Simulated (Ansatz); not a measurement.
## Resistivity from frozen vibrations: Nb(100) with 4 thermally displaced layers, 2x2

Wanted: the phonon-limited resistivity of Nb at 273 K by the Landauer route. The measured value for the pure metal at this temperature is 15.2 µΩ cm (CRC Handbook of Chemistry and Physics, 84th ed., 2003, Electrical Resistivity of Pure Metals).

Method: Ansatz plane-wave DFT, PBE, PAW files; ballistic transport by layer matching (Landauer), zero bias; PAW set soft_1, in Ansatz 0.2.0.

This is a report of a sequence of runs, with most program output left out.

## Step 1: Set-up

The cell holds 56 atoms: 56 Nb. Cell: a = 6.613 Å, b = 6.613 Å, c = 23.144 Å, α = 90.0°, β = 90.0°, γ = 90.0°. It derives from Nb. Regions: lead, 40 atoms (40 Nb); scattering region, 16 atoms (16 Nb). The structure is stacked along c, and the current runs across the ab planes.

## Step 2: With 4 displaced layers

Each atom of 4 layers is moved at random, by amounts drawn from a normal law 0.0762 Å wide in each direction from the Debye model (275 K) at 273 K. The layers about the cell's end stay perfect and serve as the lead. Disorder leaves little or no symmetry, which makes such runs dear. Energies from -0.05 to 0.05 eV in steps of 0.05 eV are too few for the program's thermal sum, so it prints no conductance; for a metal the transmission near the Fermi level serves, at a fraction of the cost.

Input file input.yaml:

```yaml
crystal:
  lattice:
    - [6.6126, 0.0, 0.0]
    - [0.0, 6.6126, 0.0]
    - [0.0, 0.0, 23.1441]
  atoms:
    - { symbol: Nb, position: [0.0, 0.0, 0.0357142857] }
    - { symbol: Nb, position: [0.0, 0.5, 0.0357142857] }
    - { symbol: Nb, position: [0.5, 0.0, 0.0357142857] }
    - { symbol: Nb, position: [0.5, 0.5, 0.0357142857] }
    - { symbol: Nb, position: [0.25, 0.25, 0.1071428571] }
    - { symbol: Nb, position: [0.25, 0.75, 0.1071428571] }
    - { symbol: Nb, position: [0.75, 0.25, 0.1071428571] }
    - { symbol: Nb, position: [0.75, 0.75, 0.1071428571] }
[... 44 atom lines left out ...]
    - { symbol: Nb, position: [0.25, 0.25, 0.9642857143] }
    - { symbol: Nb, position: [0.25, 0.75, 0.9642857143] }
    - { symbol: Nb, position: [0.75, 0.25, 0.9642857143] }
    - { symbol: Nb, position: [0.75, 0.75, 0.9642857143] }
kpoints:
  mp_grid: { grid: [4, 4, 1] }
hamiltonian:
  xc: pbe
  pseudopotentials: { kind: paw, azcp: { folder: soft_1 } }
scf:
  occupations: { method: fermi_dirac, width: 0.1 }
output:
  transmission: { leads: [[0, 4]], kmesh: [8, 8], e_range: [-0.05, 0.05], de: 0.05 }
  write_potential: true
  write_density: true
  volumetric_format: npy
```

Started as:

```sh
$ ansatz run input.yaml --threads 4 --pin off --max-ram 15360MiB --backend cpu --events-out ev --progress --plain --runs-dir out
```

Wall time 19 min (4 threads of Arm Neoverse V1, shared host); peak memory 8.3 GiB; 61 min of CPU time.

Numbers from this step:

- free energy: -254930.3686 eV
- energy at zero smearing: -254929.0580 eV
- Fermi energy: 17.74 eV
- cell area: 43.73 Å²
- transmission per spin nearest the Fermi level: 8.477
- open channels per spin nearest the Fermi level: 10.61
- step of the lead's potential: 2.3 meV

Per spin. Transmission, zone mean against energy, zero at the Fermi level:

```tsv
energy (eV)	transmission, zone mean
-0.0500	8.99
0.0000	8.48
0.0500	8.35
```

Per spin. The open channels, zone mean, lead by energy, zero at the Fermi level:

```tsv
energy (eV)	open channels, zone mean, lead
-0.0500	11.5
0.0000	10.6
0.0500	10.2
```

Transmission over k1 and k2. At 0.0000 eV from the Fermi level.

Ten even steps from '_' (3.7) to '@' (11.7):
```
__====**@@**==--
--==++##@@##++==
==++####%%####**
**@@@@##%%##@@@@
==**####%%####++
--==++##@@##++==
__--==**@@**====
____--==**==--__
```
Columns: k1 (b1) from -0.5 to 0.375; rows upwards: k2 (b2) from -0.5 to 0.375.

Open channels over k1 and k2. At 0.0000 eV from the Fermi level.

Values, 8 rows by 8 columns:
```
 4.0  9.0  9.0 12.0 14.0 12.0  9.0  9.0
10.0  9.0 10.0 12.0 14.0 12.0 10.0  9.0
10.0 12.0 12.0 11.0 11.0 11.0 12.0 12.0
14.0 14.0 14.0 11.0 11.0 11.0 14.0 14.0
10.0 12.0 12.0 11.0 11.0 11.0 12.0 12.0
10.0  9.0 10.0 12.0 14.0 12.0 10.0  9.0
 4.0  9.0  9.0 12.0 14.0 12.0  9.0  9.0
 4.0  4.0 10.0 10.0 14.0 10.0 10.0  4.0
```
Columns: k1 (b1) from -0.5 to 0.375; rows upwards: k2 (b2) from -0.5 to 0.375.

Over the solved energies the transmission per spin lies between 8.35 and 8.99, out of 10.8 channels of the lead on average (up to 11.5).

## Step 3: With 8 displaced layers

Each atom of 8 layers is moved at random, by amounts drawn from a normal law 0.0762 Å wide in each direction from the Debye model (275 K) at 273 K. A fresh draw is used; the growth of the resistance with length is what counts.

System of this step: Nb(100) with 8 thermally displaced layers, 2x2. The cell holds 72 atoms: 72 Nb. Cell: a = 6.613 Å, b = 6.613 Å, c = 29.757 Å, α = 90.0°, β = 90.0°, γ = 90.0°. It derives from Nb. Regions: lead, 40 atoms (40 Nb); scattering region, 32 atoms (32 Nb). The structure is stacked along c, and the current runs across the ab planes.

Input file input.yaml:

```yaml
crystal:
  lattice:
    - [6.6126, 0.0, 0.0]
    - [0.0, 6.6126, 0.0]
    - [0.0, 0.0, 29.7567]
  atoms:
    - { symbol: Nb, position: [0.0, 0.0, 0.0277777778] }
    - { symbol: Nb, position: [0.0, 0.5, 0.0277777778] }
    - { symbol: Nb, position: [0.5, 0.0, 0.0277777778] }
    - { symbol: Nb, position: [0.5, 0.5, 0.0277777778] }
    - { symbol: Nb, position: [0.25, 0.25, 0.0833333333] }
    - { symbol: Nb, position: [0.25, 0.75, 0.0833333333] }
    - { symbol: Nb, position: [0.75, 0.25, 0.0833333333] }
    - { symbol: Nb, position: [0.75, 0.75, 0.0833333333] }
[... 60 atom lines left out ...]
    - { symbol: Nb, position: [0.25, 0.25, 0.9722222222] }
    - { symbol: Nb, position: [0.25, 0.75, 0.9722222222] }
    - { symbol: Nb, position: [0.75, 0.25, 0.9722222222] }
    - { symbol: Nb, position: [0.75, 0.75, 0.9722222222] }
kpoints:
  mp_grid: { grid: [4, 4, 1] }
hamiltonian:
  xc: pbe
  pseudopotentials: { kind: paw, azcp: { folder: soft_1 } }
scf:
  occupations: { method: fermi_dirac, width: 0.1 }
output:
  transmission: { leads: [[0, 4]], kmesh: [8, 8], e_range: [-0.05, 0.05], de: 0.05 }
  write_potential: true
  write_density: true
  volumetric_format: npy
```

Elapsed: 27 min, on 4 threads; peak memory 8.2 GiB.

Numbers from this step:

- free energy: -327766.1769 eV
- energy at zero smearing: -327764.4674 eV
- Fermi energy: 17.76 eV
- transmission per spin nearest the Fermi level: 6.847
- step of the lead's potential: 1.6 meV

Per spin. The transmission, zone mean by energy, zero at the Fermi level:

```tsv
energy (eV)	transmission, zone mean
-0.0500	7.12
0.0000	6.85
0.0500	6.68
```

Over the solved energies the transmission per spin lies between 6.68 and 7.12, out of 10.7 channels of the lead on average (up to 11.4).

## Step 4: With 12 displaced layers

Each atom of 12 layers is moved at random, by amounts drawn from a normal law 0.0762 Å wide in each direction from the Debye model (275 K) at 273 K. A fresh draw is used; the growth of the resistance with length is what counts.

System of this step: Nb(100) with 12 thermally displaced layers, 2x2. The cell holds 88 atoms: 88 Nb. Cell: a = 6.613 Å, b = 6.613 Å, c = 36.369 Å, α = 90.0°, β = 90.0°, γ = 90.0°. It derives from Nb. Regions: lead, 40 atoms (40 Nb); scattering region, 48 atoms (48 Nb). The structure is stacked along c, and the current runs across the ab planes.

Input file input.yaml:

```yaml
crystal:
  lattice:
    - [6.6126, 0.0, 0.0]
    - [0.0, 6.6126, 0.0]
    - [0.0, 0.0, 36.3693]
  atoms:
    - { symbol: Nb, position: [0.0, 0.0, 0.0227272727] }
    - { symbol: Nb, position: [0.0, 0.5, 0.0227272727] }
    - { symbol: Nb, position: [0.5, 0.0, 0.0227272727] }
    - { symbol: Nb, position: [0.5, 0.5, 0.0227272727] }
    - { symbol: Nb, position: [0.25, 0.25, 0.0681818182] }
    - { symbol: Nb, position: [0.25, 0.75, 0.0681818182] }
    - { symbol: Nb, position: [0.75, 0.25, 0.0681818182] }
    - { symbol: Nb, position: [0.75, 0.75, 0.0681818182] }
[... 76 atom lines left out ...]
    - { symbol: Nb, position: [0.25, 0.25, 0.9772727273] }
    - { symbol: Nb, position: [0.25, 0.75, 0.9772727273] }
    - { symbol: Nb, position: [0.75, 0.25, 0.9772727273] }
    - { symbol: Nb, position: [0.75, 0.75, 0.9772727273] }
kpoints:
  mp_grid: { grid: [4, 4, 1] }
hamiltonian:
  xc: pbe
  pseudopotentials: { kind: paw, azcp: { folder: soft_1 } }
scf:
  occupations: { method: fermi_dirac, width: 0.1 }
output:
  transmission: { leads: [[0, 4]], kmesh: [8, 8], e_range: [-0.05, 0.05], de: 0.05 }
  write_potential: true
  write_density: true
  volumetric_format: npy
```

The job ended after 43 min (4 threads; peak memory 8.6 GiB).

Numbers from this step:

```yaml
free_energy: -400603.2202 eV
energy_at_zero_smearing: -400601.1493 eV
transmission_per_spin_nearest_the_fermi_level: 6.140
step_of_the_lead_s_potential: 0.9 meV
```

Per spin. The transmission, zone mean by energy, zero at the Fermi level:

```tsv
energy (eV)	transmission, zone mean
-0.0500	6.33
0.0000	6.14
0.0500	6.00
```

Over the solved energies the transmission per spin lies between 6.00 and 6.33, out of 10.7 channels of the lead on average (up to 11.4).

## Step 5: The fit

This step: Ansatz plane-wave DFT, PBE, PAW files; ballistic transport by layer matching (Landauer), zero bias; resistivity from the slope of the area resistance; PAW set soft_1 (Ansatz 0.2.0).

Numbers from this step:

- resistivity: 19.59 µΩ cm
- intercept: 0.01330 fΩ m²
- scatter about the fit: 0.01533 fΩ m²

Resistance, by row:

```tsv
run	length (Å)	T	channels N	RA (fΩ m²)
n4	6.613	8.606	10.78	0.132
n8	13.23	6.884	10.73	0.2941
n12	19.84	6.155	10.73	0.3912
```

Table of area resistance by length of the displaced region:

```tsv
length of the displaced region (Å)	area resistance (fΩ m²)
6.61	0.132
13.23	0.294
19.84	0.391
```

The area resistance goes from 0.13 to 0.39 fΩ m² between 6.6 and 19.8 Å, a slope of 20 µΩ cm.

By hand from the end points: (0.3912 − 0.1320) fΩ m² / (19.84 − 6.61) Å = 20 µΩ cm, since 1 fΩ m² per Å is 1000 µΩ cm.

## Step 6: Outcome

```yaml
resistivity_from_the_slope: 19.6 µΩ cm
area_resistance_over_6p61_a: 0.132 fΩ m²
area_resistance_over_13p2_a: 0.294 fΩ m²
area_resistance_over_19p8_a: 0.391 fΩ m²
```

The slope gives 20 µΩ cm. The points scatter by 0.015 fΩ m² about the line, with one random draw a length in a 2x2 cell, so the slope is a rough value. The mean square of the displacements drawn is 0.75, 0.94 and 0.81 of the nominal one at the three lengths; with each resistance scaled back by that, the slope is 23 µΩ cm, the value used below. Read with a model of isotropic scattering on a spherical Fermi surface and the lead's 1.9×10¹⁵ S/m², this slope means a mean free path near 17 Å; over these lengths the model's slope is 1.03 times its bulk resistivity, which would be 22 µΩ cm. Uncorrelated displacements put too much weight on short waves, which scatter strongly; with the sideways repeat of a small cell, one draw and three short lengths, the method is good to a factor of two or three. The measured value is 15.2 µΩ cm (CRC Handbook of Chemistry and Physics, 84th ed., 2003, Electrical Resistivity of Pure Metals); the scaled slope is 1.5 times that and the corrected value 1.5: clearly high.

[Logs are printed without paths, hosts, clocks, repeated set-up lines and the standing remarks that a program may print on its own settings, such as how far it seeks lower states.]

[Hosts, paths, dates, database ids (printed as entryN), source tags and the programs' standing remarks are cut or masked in the printed files.]
